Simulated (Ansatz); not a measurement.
# Sn2C (model cell, started as cuprite): following an unstable mode, part 2 of 2

Which phase does Sn2C (model cell, started as cuprite) fall into along its unstable mode, and how much energy does it gain?

Ansatz 0.2.0; DFT PBEsol, scalar-relativistic, plane waves, PAW.

So far, highest frequency on the path or at a solved wavevector (cm⁻¹): step 2 (the dispersion) 535. Also lowest frequency on the path (cm⁻¹): step 2 -184.

The structure was built from a prototype and need not be the compound's stable phase.

## 5. Energy along the mode, all amplitudes (two of the runs are shown above)

An imaginary frequency means negative curvature, so the energy should fall and then rise again as anharmonic terms take over.

Numbers from this step:

| Quantity | Value |
| --- | --- |
| depth at the lowest point sampled | 5.659 meV/atom |
| largest atomic shift at that point | 0.14 Å |

Table of energy from the parent by largest atomic shift:

```
largest atomic shift (Å)  energy from the parent (meV/atom)
                   0.000                                  0
                   0.040                             -0.887
                   0.080                              -2.87
                   0.140                              -5.66
                   0.220                              -2.74
                   0.320                               27.7
```

Displacement at unit largest shift by atom:

```csv
atom,x (Å),y (Å),z (Å),size
C1,0.000,0.707,0.707,1.000
C2,0.000,-0.707,-0.707,1.000
C3,0.000,-0.707,-0.707,1.000
C4,0.000,0.707,0.707,1.000
Sn5,0.000,0.000,0.000,0.000
Sn6,0.000,0.000,0.000,0.000
Sn7,0.000,0.308,0.308,0.436
Sn8,0.000,-0.308,-0.308,0.436
Sn9,0.000,0.308,0.308,0.436
Sn10,0.000,-0.308,-0.308,0.436
Sn11,0.000,0.000,0.000,0.000
Sn12,0.000,0.000,0.000,0.000
```

The lowest of the steps tried is at 0.14 Å, 5.66 meV/atom below the parent; the bottom of the well need not coincide with a step.

## 6. Relaxing from the distorted cell

Starting from the lowest point found, all atoms and the cell are let go, so that strain and other modes of the same symmetry can join in.

Input file input.yaml:

```yaml
crystal:
  lattice:
    - [-5.0213021337, 0.0, 0.0]
    - [0.0, -5.0213021337, -5.0213021337]
    - [0.0, -5.0213021337, 5.0213021337]
  atoms:
    - { symbol: C, position: [0.0, 0.4802850044, 0.5] }
    - { symbol: C, position: [0.0, 0.0197149956, 0.0] }
    - { symbol: C, position: [0.5, 0.0197149956, 0.5] }
    - { symbol: C, position: [0.5, 0.4802850044, 0.0] }
    - { symbol: Sn, position: [0.75, 0.25, 0.5] }
    - { symbol: Sn, position: [0.75, 0.75, 0.0] }
    - { symbol: Sn, position: [0.25, -0.0085899095, 0.25] }
    - { symbol: Sn, position: [0.25, 0.5085899095, 0.75] }
    - { symbol: Sn, position: [0.25, -0.0085899095, 0.75] }
    - { symbol: Sn, position: [0.25, 0.5085899095, 0.25] }
    - { symbol: Sn, position: [0.75, 0.75, 0.5] }
    - { symbol: Sn, position: [0.75, 0.25, 0.0] }
kpoints:
  mp_grid: { grid: [8, 6, 6] }
hamiltonian:
  xc: pbesol
scf:
  occupations: { method: methfessel_paxton, width: 0.2 }
output:
  forces: true
  stress: true
  eigenvalues: true
relax:
  adjacent_minimum: "off"
  f_tol: 0.002
  max_steps: 120
  cell: { stress_tol: 0.03 }
```

Launch:

```
ansatz run input.yaml --threads 8 --pin off --max-ram 14336MiB --backend cpu --events-out ev --progress --plain --runs-dir out
```

Numbers of over 12 decimals in the logs are rounded to 6 here.

Log:

```text
[...]
Crystal: 12 atoms, lattice volume = 253.209 Å³
Basis set: ecut = 420 eV, 4981 PW (Γ), exchange–correlation on 72×96×96 points (8 copies of the dense FFT grid, shifted against one another)
Bands: 77, of which v1, the nominal top of the filled ones, is band 64 counted from 1 (63 counted from 0)
Symmetry: 8 space group operations
[...]
k-points: 80 of 288
[...]
SCF iter   1: F=—  HF=-48570.872006 eV  |F-HF|=—  |Δ(HF+E_count)|=         —  Δρ=1.31e-2  dr2=6.92e-1  ethr=1.77e-3  ⟨swp⟩=7.6  Hψ=25219  notcnv=0
[...]
SCF iter   8: F=-48570.718177 eV  HF=-48570.718177 eV  |F-HF|=9.41e-9  |Δ(HF+E_count)|=   1.36e-8  S|Δr|=    0.00e0  Δρ=1.77e-6  dr2=1.52e-8  ethr=7.81e-11  ⟨swp⟩=4.1  Hψ=18781  notcnv=0
SCF 1 converged in 8 iterations: F = -48570.718177 eV  dr2 = 1.52e-8
[...]
relax step   1: F+E_penalty+E_count = -48570.71817688 eV  Δ(F+E_penalty+E_count) = +0.000e0 eV  max|allowed force component| = 4.399e-1 eV/Å  Δτ_max = 0.0000 Å  P = +0.569 GPa  Ω = 253.209 Å³  (8 SCF iters, dr2 threshold 1.00e-7 eV, accepted)
Crystal: 12 atoms, lattice volume = 251.978 Å³
[...]
SCF iter   7: F=-48571.163522 eV  HF=-48571.163523 eV  |F-HF|=3.98e-7  |Δ(HF+E_count)|=   7.59e-7  S|Δr|=    0.00e0  Δρ=1.34e-5  dr2=5.54e-7  ethr=9.37e-10  ⟨swp⟩=9.2  Hψ=30234  notcnv=0
SCF 2 converged in 7 iterations: F = -48571.163522 eV  dr2 = 5.54e-7
[...]
relax step   2: F+E_penalty+E_count = -48571.16352221 eV  Δ(F+E_penalty+E_count) = -4.453e-1 eV  max|allowed force component| = 2.768e-1 eV/Å  Δτ_max = 0.1954 Å  P = +0.743 GPa  Ω = 251.978 Å³  energy of the carried Pulay correction = +1.160e-3 eV  (7 SCF iters, dr2 threshold 1.20e-6 eV, accepted)
Crystal: 12 atoms, lattice volume = 253.138 Å³
Basis set: ecut = 420 eV, 4943 PW (Γ), exchange–correlation on 72×96×96 points (8 copies of the dense FFT grid, shifted against one another)
[...]
SCF iter   7: F=-48571.055290 eV  HF=-48571.055290 eV  |F-HF|=4.77e-7  |Δ(HF+E_count)|=   2.51e-7  S|Δr|=    0.00e0  Δρ=1.35e-5  dr2=9.32e-7  ethr=9.37e-10  ⟨swp⟩=9.1  Hψ=28610  notcnv=0
SCF 3 converged in 7 iterations: F = -48571.055290 eV  dr2 = 9.32e-7
relax step   3: F+E_penalty+E_count = -48571.05528973 eV  Δ(F+E_penalty+E_count) = +1.082e-1 eV  max|allowed force component| = 1.088e0 eV/Å  Δτ_max = 0.1950 Å  P = +1.390 GPa  Ω = 253.138 Å³  energy of the carried Pulay correction = +6.665e-5 eV  (7 SCF iters, dr2 threshold 1.20e-6 eV, rejected (line search))
[... from here on, the SCF cycles and remarks between the steps are left out ...]
relax step   4: F+E_penalty+E_count = -48571.38629200 eV  Δ(F+E_penalty+E_count) = -2.228e-1 eV  max|allowed force component| = 3.212e-1 eV/Å  Δτ_max = 0.0573 Å  P = -0.410 GPa  Ω = 256.151 Å³  energy of the carried Pulay correction = -2.750e-3 eV  (12 SCF iters, accepted)
relax step   5: F+E_penalty+E_count = -48571.55138470 eV  Δ(F+E_penalty+E_count) = -1.651e-1 eV  max|allowed force component| = 1.765e-1 eV/Å  Δτ_max = 0.0631 Å  P = +0.196 GPa  Ω = 254.200 Å³  energy of the carried Pulay correction = -9.299e-4 eV  (6 SCF iters, dr2 threshold 1.20e-6 eV, accepted)
relax step   6: F+E_penalty+E_count = -48571.60806592 eV  Δ(F+E_penalty+E_count) = -5.668e-2 eV  max|allowed force component| = 1.250e-1 eV/Å  Δτ_max = 0.0836 Å  P = +0.044 GPa  Ω = 254.950 Å³  energy of the carried Pulay correction = -1.631e-3 eV  (7 SCF iters, dr2 threshold 1.20e-6 eV, accepted)
relax step   7: F+E_penalty+E_count = -48571.62672616 eV  Δ(F+E_penalty+E_count) = -1.866e-2 eV  max|allowed force component| = 1.136e-2 eV/Å  Δτ_max = 0.0229 Å  P = +0.002 GPa  Ω = 254.723 Å³  energy of the carried Pulay correction = -1.420e-3 eV  (6 SCF iters, dr2 threshold 9.76e-7 eV, accepted)
relax step   8: F+E_penalty+E_count = -48571.62680515 eV  Δ(F+E_penalty+E_count) = -7.899e-5 eV  max|allowed force component| = 3.358e-3 eV/Å  Δτ_max = 0.0028 Å  P = -0.018 GPa  Ω = 254.736 Å³  energy of the carried Pulay correction = -1.431e-3 eV  (6 SCF iters, dr2 threshold 8.76e-9 eV, accepted)
relax step   9: F+E_penalty+E_count = -48571.62689995 eV  Δ(F+E_penalty+E_count) = -9.480e-5 eV  max|allowed force component| = 1.105e-3 eV/Å  Δτ_max = 0.0008 Å  P = +0.003 GPa  Ω = 254.695 Å³  energy of the carried Pulay correction = -1.393e-3 eV  (5 SCF iters, dr2 threshold 5.67e-9 eV, accepted)
relax step  10: F+E_penalty+E_count = -48571.63955350 eV  Δ(F+E_penalty+E_count) = -1.265e-2 eV  max|allowed force component| = 1.448e-3 eV/Å  Δτ_max = 0.0000 Å  P = +0.024 GPa  Ω = 254.695 Å³  stress off target by 1.19e-1 GPa  SCF on the basis re-selected at this cell (its energy is not comparable with the rows above)  (6 SCF iters)
relax step  11: F+E_penalty+E_count = -48571.63998148 eV  Δ(F+E_penalty+E_count) = -4.280e-4 eV  max|allowed force component| = 6.691e-4 eV/Å  Δτ_max = 0.0013 Å  P = -0.001 GPa  Ω = 254.752 Å³  energy of the carried Pulay correction = -3.370e-5 eV  (5 SCF iters, dr2 threshold 3.54e-8 eV, accepted)
[...]
SCF iter   6: F=-48571.640056 eV  HF=-48571.640056 eV  |F-HF|=0.00e0  |Δ(HF+E_count)|=  1.46e-11  S|Δr|=    0.00e0  Δρ=4.75e-8  dr2=1.59e-11  ethr=1.00e-12  ⟨swp⟩=6.3  Hψ=22202  notcnv=0
SCF 12 converged in 6 iterations: F = -48571.640056 eV  dr2 = 1.59e-11
relax step  12: F+E_penalty+E_count = -48571.64005560 eV  Δ(F+E_penalty+E_count) = -7.412e-5 eV  max|allowed force component| = 6.901e-4 eV/Å  Δτ_max = 0.0000 Å  P = -0.000 GPa  Ω = 254.752 Å³  stress off target by 1.53e-2 GPa  SCF on the basis re-selected at this cell (its energy is not comparable with the rows above)  (6 SCF iters)
[...]
SCF converged after 6 iterations
[...]
Free energy (F): -48571.640056 eV
[...]
Internal energy: -48571.647073 eV  (E = F + TS)
E sigma→0 (E₀):  -48571.641810 eV
Entropy (-TS):   0.007017 eV (0.585 meV/atom)
Fermi energy:    9.875600 eV
[...]
--- Forces (eV/Å), atoms counted from 1 ---
  atom   1  C     -0.00045850    -0.00069009    -0.00069009
  atom   2  C     -0.00045850     0.00069009     0.00069009
  atom   3  C      0.00045850     0.00069009     0.00069009
  atom   4  C      0.00045850    -0.00069009    -0.00069009
  atom   5  Sn     0.00000000    -0.00000000    -0.00000000
  atom   6  Sn     0.00000000     0.00000000    -0.00000000
  atom   7  Sn    -0.00000000     0.00037928     0.00037928
  atom   8  Sn     0.00000000    -0.00037928    -0.00037928
  atom   9  Sn     0.00000000     0.00037928     0.00037928
  atom  10  Sn    -0.00000000    -0.00037928    -0.00037928
  atom  11  Sn    -0.00000000     0.00000000    -0.00000000
  atom  12  Sn     0.00000000    -0.00000000     0.00000000
  max |Σ_I F_I| component: 1.56e-17 eV/Å
--- Stress (GPa, compression-positive) ---
        0.015294      -0.000000      -0.000000
       -0.000000      -0.008362       0.002437
       -0.000000       0.002437      -0.008362
  P = ⅓ Tr σ = -0.0005 GPa (-0.005 kbar)
--- Band table (eV; the first three rows and the last of 80) ---
  k-point 0: bands = [... 60 lower, 7.8785, 7.8878, 8.2997, 10.3250, 10.9169, 11.2719, 11.5364, 11.8552, ... 9 higher]
  k-point 1: bands = [... 60 lower, 8.1354, 8.3281, 8.7522, 9.8319, 11.1776, 11.3191, 11.3641, 11.6488, ... 9 higher]
  k-point 2: bands = [... 60 lower, 8.5383, 8.8984, 9.3759, 9.7622, 10.6083, 10.6738, 10.9727, 11.3163, ... 9 higher]
  k-point 79: bands = [... 60 lower, 9.1939, 9.1939, 9.6153, 9.6153, 11.0493, 11.0493, 11.3315, 11.3315, ... 9 higher]
--- Relaxed structure (10 steps of the walk, 9 accepted, 2 SCFs on fresh bases) ---
  F+E_penalty+E_count = -48571.64005560 eV   max|allowed force component| = 6.901e-4 eV/Å   (the final SCF, on the basis selected at the relaxed cell)
  cell:  # Å, volume = 254.7517 Å³
    - [-5.381682, 0, 0]
    - [0, -5.148668, -5.148668]
    - [0, -4.596996, 4.596996]
  atoms:
    - { symbol: C, position: [0.014686, 0.462921, 0.500000] }
    - { symbol: C, position: [0.014686, 0.037079, 0.0] }
    - { symbol: C, position: [0.485314, 0.037079, 0.5] }
    - { symbol: C, position: [0.485314, 0.462921, 0.0] }
    - { symbol: Sn, position: [0.750000, 0.250000, 0.500000] }
    - { symbol: Sn, position: [0.750000, 0.750000, 0.0] }
    - { symbol: Sn, position: [0.25, -0.048487, 0.250000] }
    - { symbol: Sn, position: [0.25, 0.548487, 0.750000] }
    - { symbol: Sn, position: [0.25, -0.048487, 0.750000] }
    - { symbol: Sn, position: [0.25, 0.548487, 0.250000] }
    - { symbol: Sn, position: [0.750000, 0.75, 0.5] }
    - { symbol: Sn, position: [0.750000, 0.250000, 0.0] }
```

It took 2.2 min on 8 threads of Arm Neoverse V2, shared host; peak memory 1.9 GiB; 17 min of CPU time.

The steps of the relaxation:

```
step  energy less that of the first step (eV)  largest force component (eV/Å)  pressure (GPa)  volume (Å³)
   1                                   0.0000                          0.4399            0.57       253.21
   2                                  -0.4453                          0.2768            0.74       251.98
   3                                  -0.3371                          1.0881            1.39       253.14
   4                                  -0.6681                          0.3211           -0.41       256.15
   5                                  -0.8332                          0.1765            0.20       254.20
   6                                  -0.8899                          0.1250            0.04       254.95
   7                                  -0.9085                          0.0114            0.00       254.72
   8                                  -0.9086                          0.0034           -0.02       254.74
   9                                  -0.9087                          0.0011            0.00       254.70
 10*                                  -0.9214                          0.0014            0.02       254.70
  11                                  -0.9218                          0.0007            0.00       254.75
 12*                                  -0.9219                          0.0007            0.00       254.75
```

Relaxation steps marked * repeat the geometry before them on a plane-wave basis chosen anew for their cell, so energy and pressure can jump there. Relaxation step 3 was tried and not accepted.

Forces are held to the 8 operations that the run works with; a distortion that breaks them can't arise in this run.

```csv
"conventional cell, symmetrised",before,after,change
a (Å),5.021,5.382,+7.2 %
b (Å),7.101,7.281,+2.5 %
c (Å),7.101,6.501,-8.5 %
volume (Å³/atom),21.10,21.23,+0.6 %
```

The atoms that moved most (Å, as changes of fractional coordinates times the final cell):

```csv
atom,dx,dy,dz,length
Sn9,0.000,0.205,0.205,0.291
Sn8,0.000,-0.205,-0.205,0.291
Sn10,0.000,-0.205,-0.205,0.291
Sn7,0.000,0.205,0.205,0.291
C1,-0.079,0.089,0.089,0.149
C2,-0.079,-0.089,-0.089,0.149
C4,0.079,0.089,0.089,0.149
C3,0.079,-0.089,-0.089,0.149
```

Final coordinates:

```xyz
12
Lattice="-5.3817 0.0000 0.0000 0.0000 -5.1487 -5.1487 0.0000 -4.5970 4.5970" Properties=species:S:1:pos:R:3 pbc="T T T"
C    -0.0790   -4.6819   -0.0849
C    -0.0790   -0.1909   -0.1909
C    -2.6118   -2.4894    2.1076
C    -2.6118   -2.3834   -2.3834
Sn   -4.0363   -3.5857    1.0113
Sn   -4.0363   -3.8615   -3.8615
Sn   -1.3454   -0.8996    1.3989
Sn   -1.3454   -6.2717    0.6238
Sn   -1.3454   -3.1981    3.6974
Sn   -1.3454   -3.9732   -1.6747
Sn   -4.0363   -6.1600   -1.5630
Sn   -4.0363   -1.2872   -1.2872
```

This step gave:

```
pressure        : -4.77e-4 GPa
volume per atom : 21.23 Å³
```

The distorted start has space group Pccm; the relaxation ends in Pccm.

## 7. What came out

| Item | Value |
| --- | --- |
| unstable mode of the parent | q = (0, -0.5, -0.5), 184i cm⁻¹ |
| depth at the lowest point sampled | 5.66 meV/atom |
| largest atomic shift at that point | 0.14 Å |
| space group reached (within 0.01 Å) | Pccm |
| energy gained over the parent (first relaxation, on the mesh of the frozen mode) | 82.5 meV/atom |
| volume per atom, phase reached | 21.2 Å³ |

Along this mode the structure falls into Pccm, 82.5 meV/atom below the parent. At the parent's cell the well is 5.659 meV/atom deep on the steps tried, with its lowest point at a shift of 0.14 Å. Relaxing atoms and cell changes the gain by +76.87 meV/atom against the lowest step (energies at zero smearing). Most of the total comes from this relaxation. The modes of the phase reached were not computed on this path. Of the 6 patterns followed to their end from this parent, this one ends 308 meV/atom above the lowest, R-3m. Each path keeps the symmetry of its pattern, so a lower phase may lie along a pattern not tried. With no gap, or one that is small against the smearing, the frequencies hang on the k mesh and the smearing, most of all near Kohn anomalies. Spin-orbit coupling is left out, which can matter for the heavy elements here. A phonon run warned that its eigensolver left some bands unconverged in a pass. The starting cell was built on a prototype and not taken from a measurement, so the phase need not exist.

[Logs are printed without paths, hosts, clocks, repeated set-up lines and the standing remarks that a program may print on its own settings, such as how far it seeks lower states.]

[Hosts, paths, dates, database ids (printed as entryN), source tags and the programs' standing remarks are cut or masked in the printed files.]
